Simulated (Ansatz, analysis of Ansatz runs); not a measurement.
**K2NiF4 (I4/mmm): does an added electron stay on Ni?**

Question: does an added electron stay on the Ni atom where it is started in K2NiF4 (I4/mmm), and if so, how high is the barrier for a hop to another Ni site nearby? Model: a cell of 56 host atoms.

Program: Ansatz 0.2.0. Level of theory: plane-wave PAW DFT, PBEsol+U; relaxation of all atoms of a supercell at fixed charge in a uniform background; PAW set soft_1. Results are calculated unless marked as measured.

### 1. The starting structure

The cell holds 56 atoms: 16 K, 8 Ni and 32 F. Its edges and angles: a = 8.036 Å, b = 8.036 Å, c = 12.979 Å, α = 90.0°, β = 90.0°, γ = 90.0°. It derives from K2NiF4 (space group I4/mmm). Nearest the centre at fractional (0.250, 0.500, 0.500): F24 at 0.00 Å, Ni6 at 2.01 Å, Ni20 at 2.01 Å, K15 at 2.75 Å, K43 at 2.75 Å, K17 at 2.75 Å, K45 at 2.75 Å, F26 at 2.84 Å.

Hubbard terms: Ni d 4.5 eV. They were chosen, not fitted, to curb self-interaction in the shells named, the trial site's among them. The two sites are Ni20 and Ni6. The cell's shortest repeat is 8.0 Å. The host's moments were started ferromagnetic, high spin; both sites carry the same spin direction.

### 2. The cell without the carrier

The neutral cell is relaxed first, from small random displacements, so that bond lengths and moments with the carrier can be set beside those of a relaxed cell without it.

neutral.relax/input.yaml reads:

```yaml
crystal:
  lattice:
    - [8.03589638, 0.0, 0.0]
    - [0.0, 8.03589638, 0.0]
    - [0.0, 0.0, 12.97850932]
  atoms:
    - { symbol: K, position: [0.0, 0.0, 0.355213] }
    - { symbol: K, position: [0.25, 0.25, 0.855213] }
    - { symbol: K, position: [0.0, 0.0, 0.644787] }
    - { symbol: K, position: [0.25, 0.25, 0.144787] }
    - { symbol: Ni, position: [0.0, 0.0, 0.0], spin: 2.0 }
    - { symbol: Ni, position: [0.25, 0.25, 0.5], spin: 2.0 }
    - { symbol: F, position: [0.0, 0.25, 0.5] }
    - { symbol: F, position: [0.25, 0.0, 0.0] }
    - { symbol: F, position: [0.0, 0.25, 0.0] }
    - { symbol: F, position: [0.25, 0.0, 0.5] }
    - { symbol: F, position: [0.0, 0.0, 0.154259] }
    - { symbol: F, position: [0.25, 0.25, 0.654259] }
    - { symbol: F, position: [0.0, 0.0, 0.845741] }
    - { symbol: F, position: [0.25, 0.25, 0.345741] }
    - { symbol: K, position: [0.0, 0.5, 0.355213] }
    - { symbol: K, position: [0.25, 0.75, 0.855213] }
    - { symbol: K, position: [0.0, 0.5, 0.644787] }
    - { symbol: K, position: [0.25, 0.75, 0.144787] }
    - { symbol: Ni, position: [0.0, 0.5, 0.0], spin: 2.0 }
    - { symbol: Ni, position: [0.25, 0.75, 0.5], spin: 2.0 }
    - { symbol: F, position: [0.0, 0.75, 0.5] }
    - { symbol: F, position: [0.25, 0.5, 0.0] }
    - { symbol: F, position: [0.0, 0.75, 0.0] }
    - { symbol: F, position: [0.25, 0.5, 0.5] }
    - { symbol: F, position: [0.0, 0.5, 0.154259] }
    - { symbol: F, position: [0.25, 0.75, 0.654259] }
    - { symbol: F, position: [0.0, 0.5, 0.845741] }
    - { symbol: F, position: [0.25, 0.75, 0.345741] }
    - { symbol: K, position: [0.5, 0.0, 0.355213] }
    - { symbol: K, position: [0.75, 0.25, 0.855213] }
    - { symbol: K, position: [0.5, 0.0, 0.644787] }
    - { symbol: K, position: [0.75, 0.25, 0.144787] }
    - { symbol: Ni, position: [0.5, 0.0, 0.0], spin: 2.0 }
    - { symbol: Ni, position: [0.75, 0.25, 0.5], spin: 2.0 }
    - { symbol: F, position: [0.5, 0.25, 0.5] }
    - { symbol: F, position: [0.75, 0.0, 0.0] }
    - { symbol: F, position: [0.5, 0.25, 0.0] }
    - { symbol: F, position: [0.75, 0.0, 0.5] }
    - { symbol: F, position: [0.5, 0.0, 0.154259] }
    - { symbol: F, position: [0.75, 0.25, 0.654259] }
    - { symbol: F, position: [0.5, 0.0, 0.845741] }
    - { symbol: F, position: [0.75, 0.25, 0.345741] }
    - { symbol: K, position: [0.5, 0.5, 0.355213] }
    - { symbol: K, position: [0.75, 0.75, 0.855213] }
    - { symbol: K, position: [0.5, 0.5, 0.644787] }
    - { symbol: K, position: [0.75, 0.75, 0.144787] }
    - { symbol: Ni, position: [0.5, 0.5, 0.0], spin: 2.0 }
    - { symbol: Ni, position: [0.75, 0.75, 0.5], spin: 2.0 }
    - { symbol: F, position: [0.5, 0.75, 0.5] }
    - { symbol: F, position: [0.75, 0.5, 0.0] }
    - { symbol: F, position: [0.5, 0.75, 0.0] }
    - { symbol: F, position: [0.75, 0.5, 0.5] }
    - { symbol: F, position: [0.5, 0.5, 0.154259] }
    - { symbol: F, position: [0.75, 0.75, 0.654259] }
    - { symbol: F, position: [0.5, 0.5, 0.845741] }
    - { symbol: F, position: [0.75, 0.75, 0.345741] }
basis:
  ecutwfc: 420
  xc_grid: 2
hamiltonian:
  xc: pbesol
  hubbard:
    sites: [{ species: Ni, l: d, u_eff: 4.5 }]
    projectors: ortho-atomic
  pseudopotentials: { kind: paw, azcp: { folder: soft_1 }, xc_functional: pbe }
kpoints:
  mp_grid: { grid: [1, 1, 1] }
magnetization:
  spin_polarized: true
  initial_magnetization: 16
  spin_locking: { lock_magnetization: hard }
scf:
  occupations: { method: fermi_dirac, width: 0.01 }
  max_iter: 120
  lower_state_search: "off"
output:
  forces: true
relax:
  f_tol: 0.02
  max_steps: 70
  random_displacement: { amplitude: 0.04, seed: 7326 }
checkpoint:
  write: "../neutral.relax.run"
  compress: false
  write_wavefunctions: true
  write_every: 100000
```

Run with:

```
> ansatz run input.yaml --threads 8 --pin off --max-ram 17899MiB --backend cpu --events-out ev --progress --plain --runs-dir out
```

Numbers of over 12 decimals in the logs are rounded to 6 here.

Log:

```text
[... repeated set-up lines and file paths are left out, and long positions are rounded to six places ...]
Engine: ansatz 0.2.0, x86_64-unknown-linux-gnu
Pseudopotentials: kind: paw
Pseudopotential: K, paw, valence charge 9, recommended cutoff 420 eV (normal), soft_1/K.paw.azcp
Pseudopotential: Ni, paw, valence charge 18, recommended cutoff 420 eV (normal), soft_1/Ni.paw.azcp
Pseudopotential: F, paw, valence charge 7, recommended cutoff 420 eV (normal), soft_1/F.paw.azcp
Functional definition: PBEsol
  exchange = pbesol_x
  correlation = pbesol_c
Crystal: 56 atoms, lattice volume = 838.095 Å³
Basis set: ecut = 420 eV, 16427 PW (Γ), exchange–correlation on 108×108×180 points (8 copies of the dense FFT grid, shifted against one another)
Bands: 320, of which v1, the nominal top of the filled ones, is band 256 counted from 1 (255 counted from 0)
Symmetry: 1 space group operations
k-points: 1
Non-local potential: K, projectors of the file, l = 0: 3, l = 1: 2, l = 2: 2
Non-local potential: Ni, projectors of the file, l = 0: 3, l = 1: 2, l = 2: 3, l = 3: 1
Non-local potential: F, projectors of the file, l = 0: 2, l = 1: 2, l = 2: 1
PAW form: soft (Blöchl's): semilocal exchange-correlation on the pseudo side does not see the compensation charge
PAW frozen core: K, regenerated for the run's functional, and the local potential with it (the file was generated under x = pbe(κ = 0.804, μ = 0.219515), c = pbe(β = 0.066725))
PAW frozen core: Ni, regenerated for the run's functional, and the local potential with it (the file was generated under x = pbe(κ = 0.804, μ = 0.219515), c = pbe(β = 0.066725))
[...]
atom  26  F     -0.00026326    -0.00248932    -0.00505071
  [... 1 atom left out ...]
  atom  28  F      0.00074321    -0.00267969     0.00679782
  [... 14 atoms left out ...]
  atom  43  K     -0.00024421    -0.00140165    -0.00409591
  [... 1 atom left out ...]
  atom  45  K      0.00172143     0.00075553     0.00154694
  [... 11 atoms left out ...]
  max |Σ_I F_I| component: 9.28e-5 eV/Å
--- Band table (eV) ---
  k-point 0 ↑: bands = ["-99.0675", "-99.0669", "-99.0668", "-99.0655", [... 312 left out ...] "14.7856", "14.7866", "14.7867", "14.7877"]
  k-point 0 ↓: bands = ["-96.8209", "-96.8203", "-96.8203", "-96.8190", [... 312 left out ...] "14.8009", "14.8019", "14.8021", "14.8031"]
Occupation matrices written to <dir>
--- Relaxed structure (4 steps of the walk, 4 accepted, 0 SCFs on fresh bases) ---
  F+E_penalty+E_count = -96345.80035196 eV   max|allowed force component| = 6.951e-3 eV/Å
  atoms:
    - { symbol: K, position: [-0.000371, -0.000129, 0.355354] }
    - { symbol: K, position: [0.249577, 0.249741, 0.855363] }
    [... 3 atoms left out ...]
    - { symbol: Ni, position: [0.249686, 0.250060, 0.500195] }
    [... 7 atoms left out ...]
    - { symbol: F, position: [0.250251, 0.249922, 0.345721] }
    - { symbol: K, position: [-6.661849110657746e-5, 0.500412, 0.355451] }
    [... 1 atom left out ...]
    - { symbol: K, position: [-0.000197, 0.499913, 0.644894] }
    [... 2 atoms left out ...]
    - { symbol: Ni, position: [0.249804, 0.750154, 0.500186] }
    [... 3 atoms left out ...]
    - { symbol: F, position: [0.249756, 0.500130, 0.499957] }
    [... 1 atom left out ...]
    - { symbol: F, position: [0.250180, 0.750007, 0.654615] }
    [... 1 atom left out ...]
    - { symbol: F, position: [0.249459, 0.750420, 0.345680] }
    [... 14 atoms left out ...]
    - { symbol: K, position: [0.499718, 0.500002, 0.355461] }
    [... 1 atom left out ...]
    - { symbol: K, position: [0.499698, 0.500085, 0.644922] }
    [... 11 atoms left out ...]
[key lines of the parts left out:]
SCF converged after 7 iterations
Magnetization: 16.0000 μB (264.0000 up, 248.0000 down)
Free energy (F): -96345.800352 eV
Fermi energy:    5.654538 (↑ 6.432596, ↓ 5.233803) eV
```

It took 27 s on 8 threads of AMD EPYC 7B13 (Zen 3), shared host; peak memory 1.8 GiB; 3.2 min of CPU time.

The largest displacement from an ideal site is 0.007 Å.

### 3. The electron on the first site

The nearest neighbour or neighbours of the site start displaced and the site's starting moment is changed by the carrier's spin, since a carrier doesn't trap itself in the undistorted lattice.

A.relax/input.yaml reads:

```yaml
crystal:
  lattice:
    - [8.03589638, 0.0, 0.0]
    - [0.0, 8.03589638, 0.0]
    - [0.0, 0.0, 12.97850932]
  atoms:
    - { symbol: K, position: [-0.000371, -0.000129, 0.355354] }
    - { symbol: K, position: [0.249577, 0.249741, 0.855363] }
    - { symbol: K, position: [-0.000459, 0.00035, 0.644955] }
    - { symbol: K, position: [0.249861, 0.249899, 0.144947] }
    - { symbol: Ni, position: [-0.000297, -0.000234, 0.000107], spin: 2.0 }
    - { symbol: Ni, position: [0.249686, 0.25006, 0.500195], spin: 2.0 }
    - { symbol: F, position: [-0.000297, 0.250475, 0.499673] }
    - { symbol: F, position: [0.24973, -0.000494, 0.000233] }
    - { symbol: F, position: [-0.000278, 0.249762, 0.00025] }
    - { symbol: F, position: [0.249553, 0.015071, 0.500294] }
    - { symbol: F, position: [-0.000508, -0.000223, 0.154534] }
    - { symbol: F, position: [0.249159, 0.250024, 0.654653] }
    - { symbol: F, position: [-0.000131, -0.000288, 0.845674] }
    - { symbol: F, position: [0.250251, 0.249922, 0.345721] }
    - { symbol: K, position: [-6.7e-05, 0.500412, 0.355451] }
    - { symbol: K, position: [0.249773, 0.749913, 0.855221] }
    - { symbol: K, position: [-0.000197, 0.499913, 0.644894] }
    - { symbol: K, position: [0.250121, 0.749725, 0.144756] }
    - { symbol: Ni, position: [-0.000124, 0.49981, 8.3e-05], spin: 2.0 }
    - { symbol: Ni, position: [0.249804, 0.750154, 0.500186], spin: 1.0 }
    - { symbol: F, position: [-0.015167, 0.750189, 0.500549] }
    - { symbol: F, position: [0.249836, 0.49963, -0.000319] }
    - { symbol: F, position: [-0.000303, 0.749759, -5.4e-05] }
    - { symbol: F, position: [0.249756, 0.485197, 0.499957] }
    - { symbol: F, position: [0.000449, 0.499948, 0.154556] }
    - { symbol: F, position: [0.25018, 0.750007, 0.663861] }
    - { symbol: F, position: [-0.000532, 0.499624, 0.845638] }
    - { symbol: F, position: [0.249459, 0.75042, 0.336434] }
    - { symbol: K, position: [0.499804, 2.1e-05, 0.355379] }
    - { symbol: K, position: [0.749898, 0.250042, 0.855477] }
    - { symbol: K, position: [0.499963, 5.0e-06, 0.644899] }
    - { symbol: K, position: [0.749678, 0.24992, 0.144904] }
    - { symbol: Ni, position: [0.49971, -0.000247, 1.9e-05], spin: 2.0 }
    - { symbol: Ni, position: [0.749716, 0.250072, 0.500134], spin: 2.0 }
    - { symbol: F, position: [0.499696, 0.25012, 0.50059] }
    - { symbol: F, position: [0.749692, -6.8e-05, -0.000248] }
    - { symbol: F, position: [0.499706, 0.249696, 0.000398] }
    - { symbol: F, position: [0.749678, 8.6e-05, 0.500421] }
    - { symbol: F, position: [0.500099, -0.000545, 0.154512] }
    - { symbol: F, position: [0.750214, 0.250221, 0.654611] }
    - { symbol: F, position: [0.499248, 1.8e-05, 0.845626] }
    - { symbol: F, position: [0.749172, 0.249656, 0.345688] }
    - { symbol: K, position: [0.499718, 0.500002, 0.355461] }
    - { symbol: K, position: [0.749777, 0.749803, 0.855433] }
    - { symbol: K, position: [0.499698, 0.500085, 0.644922] }
    - { symbol: K, position: [0.749544, 0.750023, 0.144928] }
    - { symbol: Ni, position: [0.499804, 0.499747, 0.000102], spin: 2.0 }
    - { symbol: Ni, position: [0.749829, 0.750126, 0.500217], spin: 2.0 }
    - { symbol: F, position: [0.514737, 0.750178, 0.499815] }
    - { symbol: F, position: [0.749802, 0.499902, 0.000505] }
    - { symbol: F, position: [0.499865, 0.749772, -0.000132] }
    - { symbol: F, position: [0.749615, 0.50012, 0.499974] }
    - { symbol: F, position: [0.499355, 0.499997, 0.154596] }
    - { symbol: F, position: [0.749326, 0.750033, 0.654647] }
    - { symbol: F, position: [0.500208, 0.499443, 0.845667] }
    - { symbol: F, position: [0.750504, 0.750328, 0.345745] }
total_charge: -1
basis:
  ecutwfc: 420
  xc_grid: 2
hamiltonian:
  xc: pbesol
  hubbard:
    sites: [{ species: Ni, l: d, u_eff: 4.5 }]
    projectors: ortho-atomic
  pseudopotentials: { kind: paw, azcp: { folder: soft_1 }, xc_functional: pbe }
kpoints:
  mp_grid: { grid: [1, 1, 1] }
magnetization:
  spin_polarized: true
  initial_magnetization: 15
  spin_locking: { lock_magnetization: hard }
scf:
  occupations: { method: fermi_dirac, width: 0.01 }
  max_iter: 120
  lower_state_search: "off"
output:
  forces: true
relax:
  f_tol: 0.015
  max_steps: 70
  escape_saddle: false
checkpoint:
  write: "../A.relax.run"
  compress: false
  write_wavefunctions: true
  write_every: 100000
```

Log:

```text
[...]
Crystal: 56 atoms, lattice volume = 838.095 Å³
Basis set: ecut = 420 eV, 16427 PW (Γ), exchange–correlation on 108×108×180 points (8 copies of the dense FFT grid, shifted against one another)
Bands: 320, of which v1, the nominal top of the filled ones, is band 257 counted from 1 (256 counted from 0)
[... 1 set-up line as in the run before ...]
[...]
k-points: 1
[...]
Starting moments: Σ|m| = 15 μB on 8 of 56 sites
[...]
SCF iter   1: F=—  HF=-96505.441710 eV  |F-HF|=—  |Δ(HF+E_count)|=         —  Δρ=2.70e-1 (↑1.14e-1 ↓2.70e-1)  dr2=9.29e2  dr2_m=5.71e1  M=15.000 μB ∫|m|=15.072 μB  β_m=0.30  ethr=3.10e-3  ⟨swp⟩=6.0  Hψ=2381  notcnv=0  defer=59
[...]
SCF iter  38: F=-96338.182169 eV  HF=-96338.182169 eV  |F-HF|=4.35e-8  |Δ(HF+E_count)|=   7.39e-8  Δρ=4.71e-6 (↑2.51e-6 ↓4.71e-6)  dr2=2.95e-7  dr2_m=5.46e-8  M=15.000 μB ∫|m|=15.253 μB  ethr=1.10e-9  ⟨swp⟩=2.0  Hψ=1700  notcnv=0
SCF 1 converged in 38 iterations: F = -96338.182169 eV  dr2 = 2.95e-7
[...]
relax step   1: F+E_penalty+E_count = -96338.18216931 eV  Δ(F+E_penalty+E_count) = +0.000e0 eV  max|allowed force component| = 1.326e0 eV/Å  Δτ_max = 0.0000 Å  (38 SCF iters, dr2 threshold 5.63e-6 eV, accepted)
[...]
relax step   2: F+E_penalty+E_count = -96338.37551823 eV  Δ(F+E_penalty+E_count) = -1.933e-1 eV  max|allowed force component| = 8.465e-1 eV/Å  Δτ_max = 0.0783 Å  (18 SCF iters, dr2 threshold 1.00e-4 eV, accepted)
relax step   3: F+E_penalty+E_count = -96338.58785405 eV  Δ(F+E_penalty+E_count) = -2.123e-1 eV  max|allowed force component| = 4.190e-2 eV/Å  Δτ_max = 0.0901 Å  (21 SCF iters, dr2 threshold 4.48e-5 eV, accepted)
relax step   4: F+E_penalty+E_count = -96338.58788060 eV  Δ(F+E_penalty+E_count) = -2.655e-5 eV  max|allowed force component| = 3.967e-2 eV/Å  Δτ_max = 0.0000 Å  (20 SCF iters, accepted)
relax step   5: F+E_penalty+E_count = -96338.58922550 eV  Δ(F+E_penalty+E_count) = -1.345e-3 eV  max|allowed force component| = 1.529e-2 eV/Å  Δτ_max = 0.0067 Å  (25 SCF iters, accepted)
SCF iter   1: F=—  HF=-96338.588172 eV  |F-HF|=—  |Δ(HF+E_count)|=         —  Δρ=1.57e-4 (↑1.11e-4 ↓1.57e-4)  dr2=2.06e-4  dr2_m=1.08e-5  M=15.000 μB ∫|m|=15.252 μB  β_m=0.30  ethr=2.84e-4  ⟨swp⟩=3.0  Hψ=1040  notcnv=0  defer=101
[...]
SCF iter  25: F=-96338.589444 eV  HF=-96338.589444 eV  |F-HF|=4.73e-8  |Δ(HF+E_count)|=   1.62e-9  Δρ=2.53e-6 (↑9.81e-8 ↓2.53e-6)  dr2=6.51e-8  dr2_m=1.24e-8  M=15.000 μB ∫|m|=15.253 μB  ethr=1.95e-11  ⟨swp⟩=2.0  Hψ=1671  notcnv=0
SCF 6 converged in 25 iterations: F = -96338.589444 eV  dr2 = 6.51e-8
relax step   6: F+E_penalty+E_count = -96338.58944372 eV  Δ(F+E_penalty+E_count) = -2.182e-4 eV  max|allowed force component| = 8.405e-4 eV/Å  Δτ_max = 0.0020 Å  (25 SCF iters, accepted)
NSCF: frozen V_eff on 1 k-points
[...]
SCF converged after 25 iterations
[...]
Magnetization: 15.0000 μB (264.0000 up, 249.0000 down)
Absolute magnetization: 15.2151 μB (∫|ρ↑−ρ↓|, with the PAW one-centre terms)
[...]
Per-site moments (μB) at R_I (Å): [(0.000444913, 1.070740), (0.000444764, 1.070780), (0.000444732, 1.070795), [... 53 left out ...]
Free energy (F): -96338.589444 eV
[...]
Internal energy: -96338.575581 eV  (E = F + TS)
E sigma→0 (E₀):  -96338.582512 eV
Entropy (-TS):   -0.013863 eV (-0.248 meV/atom)
Fermi energy:    7.222839 (↑ 6.669269, ↓ 7.222839) eV
[...]
--- Forces (eV/Å), atoms counted from 1 ---
  atom   1  K     -0.00010651     0.00001276     0.00037482
  atom   2  K     -0.00009347     0.00003077     0.00031305
  [... 3 atoms left out ...]
  atom   6  Ni    -0.00005046     0.00006604    -0.00010805
  [... 5 atoms left out ...]
  atom  12  F      0.00015262     0.00002869    -0.00047047
  [... 1 atom left out ...]
  atom  14  F     -0.00017980     0.00002224     0.00059924
  atom  15  K      0.00004998    -0.00010057     0.00050928
  [... 1 atom left out ...]
  atom  17  K     -0.00007417    -0.00014458    -0.00028263
  [... 2 atoms left out ...]
  atom  20  Ni    -0.00001089     0.00000691    -0.00002122
  [... 3 atoms left out ...]
  atom  24  F     -0.00001332     0.00005593     0.00026824
  [... 10 atoms left out ...]
  atom  35  F     -0.00016271     0.00001449     0.00005725
  [... 7 atoms left out ...]
  atom  43  K      0.00001312    -0.00011339     0.00045029
  [... 1 atom left out ...]
  atom  45  K      0.00011601    -0.00003889    -0.00034406
  [... 11 atoms left out ...]
  max |Σ_I F_I| component: 2.38e-5 eV/Å
--- Band table (eV) ---
[...]
Occupation matrices written to <dir>
--- Relaxed structure (6 steps of the walk, 6 accepted, 0 SCFs on fresh bases) ---
  F+E_penalty+E_count = -96338.58944372 eV   max|allowed force component| = 8.405e-4 eV/Å
  atoms:
    - { symbol: K, position: [-0.000228, -6.54991930932817e-5, 0.356613] }
    - { symbol: K, position: [0.249769, 0.249946, 0.856614] }
    [... 3 atoms left out ...]
    - { symbol: Ni, position: [0.249764, 0.249942, 0.500131] }
    [... 5 atoms left out ...]
    - { symbol: F, position: [0.249720, 0.249960, 0.656604] }
    [... 1 atom left out ...]
    - { symbol: F, position: [0.249809, 0.249923, 0.343658] }
    - { symbol: K, position: [-0.000244, 0.499962, 0.356607] }
    [... 1 atom left out ...]
    - { symbol: K, position: [-0.000228, 0.499944, 0.643646] }
    [... 2 atoms left out ...]
    - { symbol: Ni, position: [0.249764, 0.749942, 0.500127] }
    [... 3 atoms left out ...]
    - { symbol: F, position: [0.249769, 0.499941, 0.500109] }
    [... 10 atoms left out ...]
    - { symbol: F, position: [0.499766, 0.249938, 0.500161] }
    [... 7 atoms left out ...]
    - { symbol: K, position: [0.499764, 0.499941, 0.356609] }
    [... 1 atom left out ...]
    - { symbol: K, position: [0.499750, 0.499961, 0.643649] }
    [... 11 atoms left out ...]
```

Run time: 67 s. Hardware: 8 threads; peak memory 1.8 GiB; 8.2 min of CPU time.

Relaxation path:

```tsv
step	energy less that of the first step (eV)	largest force component (eV/Å)
1	0.0000	1.3264
2	-0.1933	0.8465
3	-0.4057	0.0419
4	-0.4057	0.0397
5	-0.4071	0.0153
6	-0.4073	0.0008
```

The atoms that moved most (Å):

```tsv
atom	dx	dy	dz	length
F10	0.002	-0.122	-0.002	0.122
F49	-0.120	-0.002	0.004	0.120
F21	0.120	-0.002	-0.005	0.120
F24	0.000	0.118	0.002	0.118
F26	-0.003	-0.001	-0.094	0.094
F28	0.002	-0.004	0.094	0.094
F56	-0.006	-0.003	-0.027	0.028
F39	-0.003	0.004	0.027	0.028
```

The moves above count from the input, in which the site's nearest neighbours were already displaced; the distances below compare with the cell without the carrier.

Distances from Ni20 without and with the electron:

```tsv
atom	without (Å)	with (Å)
F26	2.00	2.03
F28	2.01	2.03
F10	2.01	2.01
F49	2.01	2.01
F21	2.01	2.01
F24	2.01	2.01
```

The largest changes of the moments are -0.10 μB on Ni20, -0.10 μB on Ni6 and -0.10 μB on Ni19. The carrier did not stay on the chosen site.

### 4. Outcome

| Item | Value |
| --- | --- |
| carrier trapped on the chosen site | no |
| size of the moment change on that site | 0.10 μB |

In words: With PBEsol+U (4.5 eV) (Ni d 4.5 eV) the electron does not stay on the chosen Ni atom: it is spread over about 10 atoms in effect, so no hop between such sites was computed. The magnetic order was assumed and need not be the ground state; parallel spins on neighbours help a carrier to spread. The search for lower electronic states was switched off. Another U, a hybrid or another start may give another answer. Keep in mind: sampling at the zone centre alone can move energies of charged and open-shell states by tenths of an eV or more in cells of this size; the images are only 8.0 Å apart; gap and trapping depend on the U chosen (Ni d 4.5 eV).

[Logs are printed without paths, hosts, clocks, repeated set-up lines and the standing remarks that a program may print on its own settings, such as how far it seeks lower states.]

[Hosts, paths, dates, database ids (printed as entryN), source tags and the programs' standing remarks are cut or masked in the printed files.]
